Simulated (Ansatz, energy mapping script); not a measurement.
# MnS: J from the energies of magnetic orders, part 2 of 2

How strongly do the moments of MnS couple under PBE0? The plan is to run several orders and fit a Heisenberg model.

PBE0; plane waves, collinear spin, no spin–orbit coupling.

So far. Step 2 (Parallel start in cell A (4 atoms)): The run ends ferromagnetic. Step 3 (Run 2 (compensated +−; cell A, 4 atoms)): The run ends antiferromagnetic, 76.40 meV a magnetic atom below the parallel order of its cell.

The database entry behind the starting cell differs from later determinations by our own check (an axis about 0.2 % short against later determinations), so it need not match the best structure at ambient conditions.

## (4) Order 3: parallel, cell B of 4 atoms

The parallel order again, as the reference for this cell.

This run holds the same structure in another cell (c 6.380 → 5.209 Å, α 73.2 → 90.0°, β 73.2 → 90.0°, γ 60.0 → 90.0°).

The input, input.yaml:

```yaml
crystal:
  lattice:
    - [0.0, -2.6045, -2.6045]
    - [0.0, 2.6045, -2.6045]
    - [5.209, 0.0, 0.0]
  atoms:
    - { symbol: Mn, position: [0.5, 0.5, 0.5], spin: 4.5 }
    - { symbol: Mn, position: [0.0, 0.0, 0.0], spin: 4.5 }
    - { symbol: S, position: [0.5, 0.5, 0.0] }
    - { symbol: S, position: [0.0, 0.0, 0.5] }
magnetization:
  spin_polarized: true
kpoints:
  mp_grid: { grid: [6, 6, 5] }
hamiltonian:
  xc: pbe0
scf:
  occupations: { method: fermi_dirac, width: 0.05 }
output:
  eigenvalues: true
```

Started as:

```console
$ ansatz run input.yaml --threads 4 --pin off --max-ram 8192MiB --backend cpu --events-out ev --progress --plain --runs-dir out
```

Numbers of over 12 decimals in the logs are rounded to 6 here.

The program printed:

```text
[...]
Crystal: 4 atoms, lattice volume = 70.670 Å³
Basis set: ecut = 420 eV, 1393 PW (Γ)
Bands: 31, of which v1, the nominal top of the filled ones, is band 21 counted from 1 (20 counted from 0)
Symmetry: 32 space group operations
[...]
k-points: 30 of 180
[...]
Starting moments: Σ|m| = 9 μB on 2 of 4 sites
[...]
--- Band table (eV; the first three rows and the last of 60) ---
  k-point 0 ↑: bands = [... 17 lower, 4.5033, 4.8588, 4.8588, 5.3686, 5.7313, 5.7313, 7.5414, 7.5414, ... 6 higher]
  k-point 1 ↑: bands = [... 17 lower, 4.4823, 4.6483, 4.6483, 5.9156, 6.0746, 6.0746, 7.3269, 7.4584, ... 6 higher]
  k-point 2 ↑: bands = [... 17 lower, 4.3975, 4.3975, 4.4277, 6.6408, 6.6646, 6.6646, 7.0284, 7.1695, ... 6 higher]
  k-point 29 ↓: bands = [... 17 lower, 12.9487, 13.4184, 13.4184, 13.9775, 13.9775, 14.2320, 14.2320, 14.5137, ... 6 higher]
[key lines of the parts left out:]
Magnetization: 10.0000 μB (26.0000 up, 16.0000 down)
Free energy (F): -9606.426899 eV
Fermi energy:    10.167293 eV
```

Run time: 52 s. Hardware: 4 threads of Arm Neoverse V1, shared host; peak memory 2.4 GiB.

The run ends ferromagnetic. For each magnetic atom its energy differs from the parallel run of the first cell by 0.55 meV, an error that one common reference would have brought in.

## (5) Compensated +− start in cell B (4 atoms)

This order reverses 8 of the 12 neighbours at 3.68 Å and 0 of the 6 neighbours at 5.21 Å, counted for an average magnetic atom.

input.yaml, as its differences from that of step 4:

```diff
@@ -7,3 +7,3 @@
     - { symbol: Mn, position: [0.5, 0.5, 0.5], spin: 4.5 }
-    - { symbol: Mn, position: [0.0, 0.0, 0.0], spin: 4.5 }
+    - { symbol: Mn, position: [0.0, 0.0, 0.0], spin: -4.5 }
     - { symbol: S, position: [0.5, 0.5, 0.0] }
```

The program printed:

```text
[...]
Crystal: 4 atoms, lattice volume = 70.670 Å³
Basis set: ecut = 420 eV, 1393 PW (Γ)
Bands: 31, of which v1, the nominal top of the filled ones, is band 21 counted from 1 (20 counted from 0)
Symmetry: 16 space group operations
[...]
k-points: 30 of 180
[...]
Starting moments: Σ|m| = 9 μB on 2 of 4 sites
[...]
--- Band table (eV; the first three rows and the last of 60) ---
  k-point 0 ↑: bands = [... 17 lower, 5.9411, 7.7344, 7.7420, 7.7420, 11.6818, 12.2163, 12.9533, 13.4690, ... 6 higher]
  k-point 1 ↑: bands = [... 17 lower, 6.1090, 7.3061, 7.5904, 7.5904, 11.6863, 12.8172, 12.9528, 13.6851, ... 6 higher]
  k-point 2 ↑: bands = [... 17 lower, 6.4240, 6.9636, 7.2911, 7.2911, 11.6939, 12.9521, 13.7136, 14.0460, ... 6 higher]
  k-point 29 ↓: bands = [... 17 lower, 5.1745, 5.6011, 5.6011, 6.4708, 13.3654, 13.3654, 13.3876, 14.1076, ... 6 higher]
[key lines of the parts left out:]
Magnetization: -0.0000 μB (21.0000 up, 21.0000 down)
Free energy (F): -9606.473683 eV
Fermi energy:    10.448924 eV
```

Elapsed: 59 s, on 4 threads; peak memory 2.4 GiB; 3.7 min of CPU time.

The run ends antiferromagnetic, 23.39 meV a magnetic atom below the parallel order of its cell.

## (6) The fit

Each energy difference is a sum of couplings weighted by the pairs that the order reverses. A few near shells are fitted to the differences by least squares. Energies are those extrapolated to zero occupation width, not the free energies F.

The orders side by side; each is measured from the parallel order in the same cell and on the same mesh:

| order | atoms | energy (meV a magnetic atom) | moments (μB) | moments kept as typed | opposed neighbours at 3.68, 5.21 Å |
| --- | --- | --- | --- | --- | --- |
| parallel in cell A | 4 | 0.00 | 4.51 | yes | 0, 0 |
| compensated +− in cell A | 4 | -76.40 | 4.43 | yes | 6, 6 |
| parallel in cell B | 4 | 0.00 | 4.51 | yes | 0, 0 |
| compensated +− in cell B | 4 | -23.39 | 4.49 | yes | 8, 0 |

The Heisenberg fit (each pair counts twice, positive J is ferromagnetic):

| pair | distance (Å) | neighbours | J (meV) |
| --- | --- | --- | --- |
| Mn–Mn | 3.68 | 12 | -1.46 |
| Mn–Mn | 5.21 | 6 | -4.90 |

These orders cannot tell some unfitted shells from fitted ones: the value at 3.68 Å holds J(3.68) + 2 J(6.38); other unfitted shells add to the values wholly or in part. No temperature is drawn.

## (7) Beside the first set of runs

The first set of orders, under PBE+U (4 eV), took 49 s of CPU time summed over its finished orders (seed run apart), these 18 min.

| quantity | this set | first set |
| --- | --- | --- |
| J at 3.68 Å, meV | -1.46 | -1.34 |
| J at 5.21 Å, meV | -4.90 | -3.65 |

The coupling that led in the first set goes from -3.65 to -4.90 meV.

## (8) Summary of results

```json
{
  "lowest order tried": "compensated +− in cell A",
  "largest fitted value (a combination of shells), Mn–Mn at 5.21 Å": "-4.90 meV"
}
```

Of the orders tried, MnS prefers the order “compensated +− in cell A” under PBE0, with 6 of 12 neighbours at 3.68 Å and 6 of 6 neighbours at 5.21 Å opposed. Orders that were not tried, spirals among them, may lie lower. The coupling at 5.21 Å is 1.3 times that of the first set, at 23 times the CPU time. The largest fitted coupling is the Mn–Mn pair at 5.21 Å, antiferromagnetic at -4.9 meV, across a ligand at about 180°. The straight metal–ligand–metal path outweighs the right-angled one, the pattern expected of superexchange through one ligand p orbital, which these runs do not test. The orders also reverse pairs at 6.38 Å, which are not fitted, so the fitted values hold their part too. No fitted order reverses the pairs at 7.37 Å, so their coupling is unknown and is set to zero in the model. 2 energy differences fix 2 couplings with none to spare, so the fit tests nothing. In the fitted orders moments change by up to 1.8 % against the parallel run of the same cell, so their size stays put. With a near shell that the orders cannot separate, no temperature is given.

[Logs and program files are shortened in this print: banners, set-up blocks, solver, clock and traceback lines can be left out without a mark of their own.]

[Logs are printed without paths, hosts, clocks, repeated set-up lines and the standing remarks that a program may print on its own settings, such as how far it seeks lower states.]

[Hosts, paths, dates, database ids (printed as entryN), source tags and the programs' standing remarks are cut or masked in the printed files.]

[Where a cell is said to come from a database of computed structures, the database is the Materials Project.]
